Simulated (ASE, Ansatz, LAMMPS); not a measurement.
# Convergence of a linear-scaling basis for (8,0) carbon nanotube in a second wall (200 atoms)

Aim: test how closely localised support functions follow the reference on (8,0) carbon nanotube in a second wall (200 atoms), and at what cost. A setting counts as converged where the r.m.s. difference of forces stays under 1 % of the r.m.s. force.

Program: Ansatz 0.2.0. Level of theory: Kohn-Sham DFT, r2SCAN+D4, PAW (set soft_2), plane waves. Results are calculated unless marked as measured.

**1. The starting structure**

The cell holds 200 atoms: 200 C. Cell: a = 23.312 Å, b = 23.255 Å, c = 8.368 Å, α = 90.0°, β = 90.0°, γ = 90.0°. It derives from C (graphene). Graphene sheet (a = 2.46 Å) rolled into a (8,0) tube of diameter 6.26 Å inside an (17, 0) tube, 2 periods, 10 Å of vacuum; minimised with a classical potential (one cell length free). Regions: inner wall, 64 atoms (64 C); outer wall, 136 atoms (136 C). Vacuum lies along a and b. The structure repeats along c.

Before any run, some limits are plain. Beside vacuum, support functions can miss their usual error bounds without a warning. Sampling is at Γ alone, for a cell whose periodic width is 8 Å.

**2. Making the structure**

A minimisation with a classical potential prepares the built cell.

This step: classical potential: AIREBO (Stuart, Tutein and Harrison, J. Chem. Phys. 112, 6472 (2000)) (LAMMPS stable Jul 2025 - Update 4).

Input file in.lammps:

```
units metal
atom_style atomic
boundary p p p
atom_modify map array
read_data structure.data
pair_style airebo 3.0 1 1
pair_coeff * * CH.airebo C
thermo_style custom step temp pe press lx ly lz fmax
thermo 200
min_style cg
minimize 0 1e-4 3000 30000
fix box all box/relax z 0.0 vmax 0.001
minimize 0 1e-4 3000 30000
unfix box
minimize 0 1e-4 2000 20000
write_data relaxed.data nocoeff
```

Launch:

```sh
> lmp -in in.lammps -log log.lammps -screen none -nocite
```

Numbers of over 12 decimals in the logs are rounded to 6 here.

What it wrote:

```text
LAMMPS (22 Jul 2025 - Update 4)
  200 atoms
   Step          Temp          PotEng         Press            Lx             Ly             Lz            Fmax     
         0   0             -1475.4096     -36726.003      23.311719      23.254934      8.52169        0.21812076   
        44   0             -1476.4611     -23247.789      23.311719      23.254934      8.52169        7.9113332e-06
Loop time of 1.26855 on 1 procs for 44 steps with 200 atoms
Minimization stats:
  Stopping criterion = force tolerance
  Energy initial, next-to-last, final = 
     -1475.40961435662  -1476.46113979282  -1476.46113979299
  Force two-norm initial, final = 2.6123331 5.9220035e-05
  Force max component initial, final = 0.21812076 7.9113332e-06
  Iterations, force evaluations = 44 88
   Step          Temp          PotEng         Press            Lx             Ly             Lz            Fmax     
        44   0             -1476.4611     -23247.789      23.311719      23.254934      8.52169        7.9113332e-06
       200   0             -1478.2795      3.1223865      23.311719      23.254934      8.3675716      0.00039241172
       400   0             -1478.2795      0.19871899     23.311719      23.254934      8.367569       2.3164863e-05
       448   0             -1478.2795     -0.24509688     23.311719      23.254934      8.3675685      9.5251629e-06
Loop time of 7.35248 on 1 procs for 404 steps with 200 atoms
Minimization stats:
  Stopping criterion = force tolerance
  Energy initial, next-to-last, final = 
     -1476.46113979299  -1478.27947985389  -1478.27947985392
  Force two-norm initial, final = 201.09681 9.0855883e-05
  Force max component initial, final = 201.09681 5.6284153e-05
  Iterations, force evaluations = 404 789
   Step          Temp          PotEng         Press            Lx             Ly             Lz            Fmax     
       448   0             -1478.2795     -0.24509688     23.311719      23.254934      8.3675685      9.5251629e-06
       449   0             -1478.2795     -0.23332456     23.311719      23.254934      8.3675685      6.8790317e-06
Loop time of 0.0221113 on 1 procs for 1 steps with 200 atoms
Minimization stats:
  Stopping criterion = force tolerance
  Energy initial, next-to-last, final = 
     -1478.27947985392  -1478.27947985392  -1478.27947985398
  Force two-norm initial, final = 7.1322405e-05 5.4998251e-05
  Force max component initial, final = 9.5251629e-06 6.8790317e-06
  Iterations, force evaluations = 1 2
```

The job ended after 9.4 s (1 thread of Intel Xeon at 2.80GHz (Skylake/Cascade Lake), shared host).

**3. Plane-wave single point**

The first run fixes the reference, at a cutoff of 500 eV.

Input file input.yaml:

```yaml
crystal:
  lattice:
    - [23.31172, 0.0, 0.0]
    - [0.0, 23.25493, 0.0]
    - [0.0, 0.0, 8.36757]
  atoms:
    - { symbol: C, position: [0.63527, 0.5, 0.17528] }
    - { symbol: C, position: [0.62498, 0.55189, 0.09314] }
    - { symbol: C, position: [0.59565, 0.59589, 0.17528] }
    - { symbol: C, position: [0.55177, 0.62528, 0.09314] }
    - { symbol: C, position: [0.62498, 0.55189, 0.42528] }
    - { symbol: C, position: [0.59565, 0.59589, 0.34314] }
    - { symbol: C, position: [0.5, 0.63561, 0.17528] }
    - { symbol: C, position: [0.44823, 0.62528, 0.09314] }
    - { symbol: C, position: [0.55177, 0.62528, 0.42528] }
    - { symbol: C, position: [0.5, 0.63561, 0.34314] }
    - { symbol: C, position: [0.40435, 0.59589, 0.17528] }
    - { symbol: C, position: [0.37502, 0.55189, 0.09314] }
    - { symbol: C, position: [0.44823, 0.62528, 0.42528] }
    - { symbol: C, position: [0.40435, 0.59589, 0.34314] }
    - { symbol: C, position: [0.36472, 0.5, 0.17528] }
    - { symbol: C, position: [0.37502, 0.44811, 0.09314] }
    - { symbol: C, position: [0.37502, 0.55189, 0.42528] }
    - { symbol: C, position: [0.36472, 0.5, 0.34314] }
    - { symbol: C, position: [0.40435, 0.40411, 0.17528] }
    - { symbol: C, position: [0.44823, 0.37472, 0.09314] }
    - { symbol: C, position: [0.37502, 0.44811, 0.42528] }
    - { symbol: C, position: [0.40435, 0.40411, 0.34314] }
    - { symbol: C, position: [0.5, 0.36439, 0.17528] }
    - { symbol: C, position: [0.55177, 0.37472, 0.09314] }
    - { symbol: C, position: [0.44823, 0.37472, 0.42528] }
    - { symbol: C, position: [0.5, 0.36439, 0.34314] }
    - { symbol: C, position: [0.59565, 0.40411, 0.17528] }
    - { symbol: C, position: [0.62498, 0.44811, 0.09314] }
    - { symbol: C, position: [0.55177, 0.37472, 0.42528] }
    - { symbol: C, position: [0.59565, 0.40411, 0.34314] }
    - { symbol: C, position: [0.62498, 0.44811, 0.42528] }
    - { symbol: C, position: [0.63527, 0.5, 0.34314] }
    [... 162 atom lines left out ...]
    - { symbol: C, position: [0.763, 0.39786, 0.67577] }
    - { symbol: C, position: [0.77728, 0.44804, 0.59265] }
    - { symbol: C, position: [0.73984, 0.35113, 0.92577] }
    - { symbol: C, position: [0.763, 0.39786, 0.84265] }
    - { symbol: C, position: [0.77728, 0.44804, 0.92577] }
    - { symbol: C, position: [0.78213, 0.5, 0.84265] }
kpoints:
  mp_grid: { grid: [1, 1, 1] }
hamiltonian:
  xc: r2scan
  dispersion: d4
scf:
  occupations: { method: gaussian, width: 0.025 }
output:
  forces: true
  populations: true
  dos:
    method: { smearing: { sigma: 0.08 } }
    de: 0.1
    projected:
      site_lists:
        C: [C]
        inner_wall: [0, 1, 2, 3, 4, 5, 6, 7, 8, 9, 10, 11, 12, 13, 14, 15, 16, 17, 18, 19, 20, 21, 22, 23, 24, 25, 26, 27, 28, 29, 30, 31, 100, 101, 102, 103, 104, 105, 106, 107, 108, 109, 110, 111, 112, 113, 114, 115, 116, 117, 118, 119, 120, 121, 122, 123, 124, 125, 126, 127, 128, 129, 130, 131]
  eigenvalues: true
  write_density: true
  write_potential: true
  volumetric_format: npy
```

Launch:

```sh
> ansatz run input.yaml --threads 8 --pin off --max-ram 15872MiB --backend cpu --events-out ev --progress --plain --runs-dir out
```

What it wrote:

```text
Engine: ansatz 0.2.0, aarch64-unknown-linux-gnu
Pseudopotentials: kind: paw
Pseudopotential: C, paw, valence charge 4, recommended cutoff 500 eV (meta_gga), C.paw.azcp
Functional definition: r2SCAN
  parameter k0 = 0.174
  parameter k1 = 0.065
  parameter a1 = 4.9479
  exchange = r2scan_x(k0 = k0, k1 = k1, a1 = a1)
  correlation = r2scan_c
Crystal: 200 atoms, lattice volume = 4536.164 Å³
Basis set: ecut = 500 eV, 115191 PW (Γ), exchange–correlation on 720×720×256 points (64 copies of the dense FFT grid, shifted against one another)
Bands: 600, of which v1, the nominal top of the filled ones, is band 400 counted from 1 (399 counted from 0)
Symmetry: 8 space group operations
Space group: Pmm2 (ITA 25), of the structure as read, at distance tolerance 1.7e-4 Å
k-points: 1
Non-local potential: C, projectors of the file, l = 0: 2, l = 1: 2, l = 2: 1
PAW form: soft (Blöchl's): semilocal exchange-correlation on the pseudo side does not see the compensation charge
PAW frozen core: C, regenerated for the run's functional (the file was generated under x = pbe(κ = 0.804, μ = 0.219515), c = pbe(β = 0.066725))
PAW one-centre angular grid: C, 302 points (default); XC on 239 of its mesh's 2573 points in the sphere
Initial density: superposition of atomic densities (neutral atoms: chi_scale 0, normalization atom), corrected by the library's trained network
Initial wavefunctions: pseudopotential atomic-orbital guess
Functional: x = r2scan, c = r2scan; τ floored in thin density (d = 2e-4 eV/Å³)
SCF iter   1: F=—  HF=-50303.321603 eV  |F-HF|=—  |Δ(HF+E_count)|=         —  Δρ=5.35e-3  dr2=9.05e-1  dr2_τ=4.57e1  ethr=1.77e-3  ⟨swp⟩=7.0  Hψ=2797  notcnv=0  defer=172
preconditioner: auto → Resta (q_TF=auto, 2.043 Å⁻¹)  ε∞=2.0  [insulator: Δε(μ)=0.486 eV  Ē_g=15.873 eV  σ=0.025 eV  W_gap=1.00  n_scr=652 (ndim 8)  ℏωp=15.6 eV  f_vac=0.604  D(μ)=0.00/eV (n_scr^D=0)  ε∞_Penn≈2.0  vacuum switching on, ρ_ref=1.8e-2 e/Å³]
SCF iter   2: F=—  HF=-50307.368523 eV  |F-HF|=—  |Δ(HF+E_count)|=    4.05e0  Δρ=3.35e-3  dr2=1.88e-1  dr2_τ=9.31e-3  ethr=1.13e-4  ⟨swp⟩=2.0  Hψ=1099  notcnv=0  defer=191
SCF iter   3: F=—  HF=-50307.471697 eV  |F-HF|=—  |Δ(HF+E_count)|=   1.03e-1  Δρ=6.55e-4  dr2=2.31e-2  dr2_τ=2.10e-3  ethr=2.35e-5  ⟨swp⟩=2.0  Hψ=636  notcnv=0  defer=191
SCF iter   4: F=—  HF=-50307.498685 eV  |F-HF|=—  |Δ(HF+E_count)|=   2.70e-2  Δρ=5.18e-4  dr2=2.96e-1  dr2_τ=1.09e-3  ethr=2.89e-6  ⟨swp⟩=2.0  Hψ=721  notcnv=0  defer=191  recentre
SCF iter   5: F=—  HF=-50307.479699 eV  |F-HF|=—  |Δ(HF+E_count)|=   1.90e-2  Δρ=1.91e-4  dr2=2.72e-3  dr2_τ=3.92e-5  ethr=2.89e-6  ⟨swp⟩=2.0  Hψ=654  notcnv=0  defer=191
SCF iter   6: F=—  HF=-50307.480786 eV  |F-HF|=—  |Δ(HF+E_count)|=   1.09e-3  Δρ=1.32e-4  dr2=9.46e-3  dr2_τ=7.38e-5  ethr=3.40e-7  ⟨swp⟩=2.0  Hψ=936  notcnv=0  defer=191  recentre
SCF iter   7: F=—  HF=-50307.479966 eV  |F-HF|=—  |Δ(HF+E_count)|=   8.21e-4  Δρ=8.46e-5  dr2=2.21e-4  dr2_τ=1.81e-5  ethr=3.40e-7  ⟨swp⟩=2.0  Hψ=655  notcnv=0  defer=191
SCF iter   8: F=—  HF=-50307.480158 eV  |F-HF|=—  |Δ(HF+E_count)|=   1.92e-4  Δρ=1.47e-5  dr2=1.22e-5  dr2_τ=7.36e-7  ethr=2.77e-8  ⟨swp⟩=2.0  Hψ=707  notcnv=0  defer=191
SCF iter   9: F=—  HF=-50307.481552 eV  |F-HF|=—  |Δ(HF+E_count)|=   1.39e-3  Δρ=1.23e-5  dr2=4.67e-6  dr2_τ=2.25e-7  ethr=1.53e-9  ⟨swp⟩=2.0  Hψ=761  notcnv=0  defer=191
SCF iter  10: F=—  HF=-50307.481559 eV  |F-HF|=—  |Δ(HF+E_count)|=   6.86e-6  Δρ=5.00e-6  dr2=1.28e-6  dr2_τ=6.76e-8  ethr=5.83e-10  ⟨swp⟩=2.0  Hψ=628  notcnv=0  defer=191
SCF iter  11: F=—  HF=-50307.481560 eV  |F-HF|=—  |Δ(HF+E_count)|=   1.09e-6  Δρ=2.27e-6  dr2=3.09e-7  dr2_τ=3.33e-8  ethr=1.60e-10  ⟨swp⟩=2.0  Hψ=702  notcnv=0  defer=191
SCF iter  12: F=-50307.481561 eV  HF=-50307.481561 eV  |F-HF|=3.65e-9  |Δ(HF+E_count)|=   3.38e-7  Δρ=3.80e-7  dr2=9.59e-9  dr2_τ=8.07e-10  ethr=1.25e-11  ⟨swp⟩=35.0  Hψ=7312  notcnv=0
SCF 1 converged in 12 iterations: F = -50307.481561 eV  dr2 = 9.59e-9
  greatest PAW one-centre occupation: 0.697 electrons in one spin orbital (limit 2), on the C atom at site 168 (counted from 0), in its partial waves of l = 0
WARN: The output density's exchange-correlation potential varies sharply where the density is thin. Do not read a vacuum level from v_tot or v_xc, or from such a field of the output density. On a cell that repeats whose density bears no net charge and no dipole along the vacuum's axis use v_es (v_loc + v_h of the components); [...]
SCF converged after 12 iterations
Free energy (F): -50307.481561 eV
Harris-Foulkes:  -50307.481561 eV  (|F-HF|=3.65e-9)
Internal energy: -50307.481561 eV  (E = F + TS)
E sigma→0 (E₀):  -50307.481561 eV
Fermi energy:    0.056903 eV
--- Per-component energies (eV) ---
  E_band       = -7845.386384
  E_kinetic    = 18434.423289
  E_local      = -441853.158343  (includes V_loc(G=0)·N_el)
  E_nonlocal   = 5452.674859
  E_hartree    = 211964.229491
  E_xc         = -9500.427327
  E_vxc        = -13169.491509  (∫ρ·V_xc dr)
  E_paw        = -20199.185533  (= ΣΔE_a)
  E_vpaw       = -1379.702099  (= ΣTr[D̂ρ^β])
  E_aug_tail   = 0.001112  (compensation charges beyond the density's cutoff)
  E_vtau       = 741.395545  (kinetic-family band-sum trace: ∫τ·v_τ [+ j·A + Jᵃ·Aᵃ] dr)
  E_ewald      = 185410.198932
  E_disp       = -11.283293  (pairwise vdW)
  E_core_change = -4.954747  (= ΣΔE_core)
  E_smearing   = -0.000000  (= −TS)
  E_closure    = -0.000000  (closes the sum)
  Σ components = -50307.481561   (vs F -50307.481561, Δ=0.00e0)
--- Forces (eV/Å), atoms counted from 1 ---
  atom   1  C      0.15249630     0.00000000     0.10396795
  atom   2  C      0.13861035     0.06609948    -0.10026005
  atom   3  C      0.11359591     0.10050879     0.10264668
  atom   4  C      0.05272436     0.14448791    -0.10138761
  atom   5  C      0.13861035     0.06609948     0.10026005
  atom   6  C      0.11359591     0.10050879    -0.10264668
  atom   7  C     -0.00030773     0.15128532     0.10131581
  atom   8  C     -0.05179786     0.14372339    -0.10268304
  atom   9  C      0.05272436     0.14448791     0.10138761
  atom  10  C     -0.00030773     0.15128532    -0.10131581
  atom  11  C     -0.11543717     0.10090222     0.10009275
  atom  12  C     -0.13672785     0.06491191    -0.10247506
  atom  13  C     -0.05179786     0.14372339     0.10268304
  atom  14  C     -0.11543717     0.10090222    -0.10009275
[...]
atom 199  C      0.13853600    -0.02342424    -0.47753341
  atom 200  C      0.12872321     0.00000000     0.47902841
  max |Σ_I F_I| component: 9.47e-5 eV/Å
--- Band table (eV) ---
  k-point 0: bands = ["-21.3771", "-21.0958", "-21.0913", "-21.0913", [... 584 levels ...], "8.5096", "8.5107", "8.5115", "8.5325", "8.5383", "8.5394", "8.5445", "8.5696", "8.5766", "8.6294", "8.6556", "8.6751"]
--- Löwdin populations: 200 sites ---
  site symbol       q [e]
     0      C      3.9644
     1      C      3.9646
     2      C      3.9645
[...]
199      C      3.9570
  spilling = 0.010135 (of n_electrons = 800.000000)
```

Elapsed: 2.2 min, on 8 threads of Arm Neoverse V2, shared host; peak memory 13 GiB.

The program notes that the exchange-correlation potential is rough where the density is thin.

The run gave:

```
free energy                                      : -50307.4816 eV
free energy per atom                             : -251.5374 eV/atom
SCF cycles                                       : 12
r.m.s. force component                           : 0.2455 eV/Å
longest force                                    : 0.5116 eV/Å
Fermi energy                                     : 0.0569 eV
gap (highest filled to lowest empty level) : 0.2883 eV
spilling of the projection                       : 0.01013
```

Length of the force by element:

```csv
element,coordination,atoms,mean length of the force (eV/Å),spread,least,most
C,all,200,0.399,0.148,0.182,0.512
```

The mean of these charges, 0.041 e, is only the charge that the projection spills.

Löwdin charges by element (they lack the spilled electrons, 0.041 e an atom on average):

```csv
element,coordination,atoms,mean charge (e),spread,least,most
C,all,200,0.0405,0.0035,0.0354,0.043
```

By region:

```csv
region,atoms,mean length of the force (eV/Å)
inner wall,64,0.183
outer wall,136,0.5
```

Density of states as counts of states in windows of 1 eV (from the Fermi level), total and the larger projections:

```csv
from (eV),to (eV),total,C p,inner wall,C s
-18,-17,25.2,10.5,5.0,14.3
-17,-16,18.3,8.1,6.9,9.9
-16,-15,31.7,12.6,10.0,18.9
-15,-14,46.4,29.1,17.8,16.7
-14,-13,39.3,24.4,7.9,14.6
-13,-12,14.2,9.4,8.0,4.7
-12,-11,28.0,22.3,7.9,5.3
-11,-10,30.8,25.4,7.0,5.1
-10,-9,34.3,28.1,13.6,5.9
-9,-8,60.4,51.8,19.4,7.9
-8,-7,75.0,70.5,24.7,3.7
-7,-6,86.0,82.1,25.2,3.1
-6,-5,61.5,59.8,14.5,1.2
-5,-4,36.0,35.2,15.1,0.6
-4,-3,50.5,50.2,16.0,0.1
-3,-2,36.1,35.8,12.9,0.1
-2,-1,15.6,15.4,2.9,0.1
-1,0,13.9,13.8,5.7,0.0
0,1,22.0,21.2,13.0,0.3
1,2,25.9,24.7,3.6,0.2
2,3,20.1,19.0,0.8,0.0
3,4,25.2,20.9,11.3,0.1
4,5,40.3,20.9,16.9,1.9
```

The curve was stored every 0.100 eV, coarse against its broadening of 0.08 eV, so these counts are rough.

Between -22 and -18 eV lie 97 more states.

The levels nearest the highest filled one (over half full), pooled over k-points and spins:

```csv
level less the highest filled one (eV),occupation
-0.402,2
-0.400,2
-0.270,2
-0.270,2
-1.0e-4,2
0,2
0.288,0
0.635,0
0.635,0
0.685,0
0.685,0
0.803,0
```

Electrostatic potential energy in the ca plane at fractional y = 0.398, with atoms of C within 0.2 Å of it. With pseudopotentials it is smooth inside the atoms' cores, unlike the true potential.

Ten even steps from '0' (-53 eV) to '9' (4 eV), each cell a mean:
```
99999999999999999999999
99999999999999999999999
99999999999999999999999
99999999999999999999999
99998998899999988998999
98610350048998400520168
99987887789999877887899
99999999999999999999999
99999999999999999999999
98610351048998401630168
86567887655775567887656
98888898888998888988888
88788998877887788998878
87545775456876545875457
99731462158998512641379
99999999999999999999999
99999999999999999999999
86578999865775689998756
62138998611551268997312
99999999999999999999999
99999999999999999999999
99999999999999999999999
99999999999999999999999
99999999999999999999999
```
Columns run along c (8.4 Å; values clipped at the 3rd and 97th percentile), rows up along a (23.3 Å). Atoms in or near the plane, at fractional coordinates: C at (0.18, 0.40), C at (0.34, 0.40), C at (0.18, 0.60), C at (0.34, 0.60), C at (0.09, 0.24), C at (0.43, 0.24), C at (0.18, 0.76), C at (0.34, 0.76), C at (0.68, 0.40), C at (0.84, 0.40), C at (0.68, 0.60), C at (0.84, 0.60), C at (0.59, 0.24), C at (0.93, 0.24) and more.

Valence density in the ca plane at fractional y = 0.398, with atoms of C within 0.2 Å of it. It is the smooth field of the valence electrons, not physical close to the nuclei.

Values in e/Å³, 13 rows by 16 columns, each cell a mean:
```
0.0 0.0 0.0 0.0 0.0 0.0 0.0 0.0 0.0 0.0 0.0 0.0 0.0 0.0 0.0 0.0
0.0 0.0 0.0 0.0 0.0 0.0 0.0 0.0 0.0 0.0 0.0 0.0 0.0 0.0 0.0 0.0
0.1 0.3 0.6 0.6 0.6 0.6 0.5 0.2 0.1 0.3 0.6 0.6 0.6 0.6 0.5 0.2
0.1 0.3 0.7 0.7 0.7 0.7 0.6 0.2 0.1 0.3 0.7 0.7 0.7 0.7 0.6 0.2
0.1 0.2 0.3 0.3 0.3 0.3 0.3 0.1 0.1 0.2 0.3 0.3 0.3 0.3 0.3 0.1
0.5 0.9 1.4 1.1 1.0 1.2 1.3 0.7 0.5 0.9 1.4 1.1 1.0 1.2 1.3 0.7
0.3 0.5 0.6 0.4 0.3 0.5 0.6 0.4 0.3 0.5 0.6 0.4 0.3 0.5 0.6 0.4
0.5 0.9 1.4 1.2 1.1 1.3 1.4 0.7 0.5 0.9 1.4 1.2 1.1 1.3 1.4 0.7
0.1 0.1 0.2 0.2 0.1 0.2 0.2 0.1 0.1 0.1 0.2 0.2 0.1 0.2 0.2 0.1
0.9 0.9 0.8 0.3 0.2 0.4 0.9 0.9 0.9 0.9 0.8 0.3 0.2 0.4 0.9 0.9
0.4 0.4 0.3 0.1 0.1 0.2 0.4 0.4 0.4 0.4 0.3 0.1 0.1 0.2 0.4 0.4
0.0 0.0 0.0 0.0 0.0 0.0 0.0 0.0 0.0 0.0 0.0 0.0 0.0 0.0 0.0 0.0
0.0 0.0 0.0 0.0 0.0 0.0 0.0 0.0 0.0 0.0 0.0 0.0 0.0 0.0 0.0 0.0
```
Columns run along c (8.4 Å), rows up along a (23.3 Å). Atoms in or near the plane, at fractional coordinates: C at (0.18, 0.40), C at (0.34, 0.40), C at (0.18, 0.60), C at (0.34, 0.60), C at (0.09, 0.24), C at (0.43, 0.24), C at (0.18, 0.76), C at (0.34, 0.76), C at (0.68, 0.40), C at (0.84, 0.40), C at (0.68, 0.60), C at (0.84, 0.60), C at (0.59, 0.24), C at (0.93, 0.24) and more.

Löwdin charges run from +0.04 to +0.04 e, about a mean that is the spilled charge alone. Within 0.4 eV of the Fermi level the largest share is C p (98 % of the projected weight).

(Continued in part 2 of 2.)

[Logs are printed without paths, hosts, clocks, repeated set-up lines and the standing remarks that a program may print on its own settings, such as how far it seeks lower states.]

[Hosts, paths, dates, database ids (printed as entryN), source tags and the programs' standing remarks are cut or masked in the printed files.]
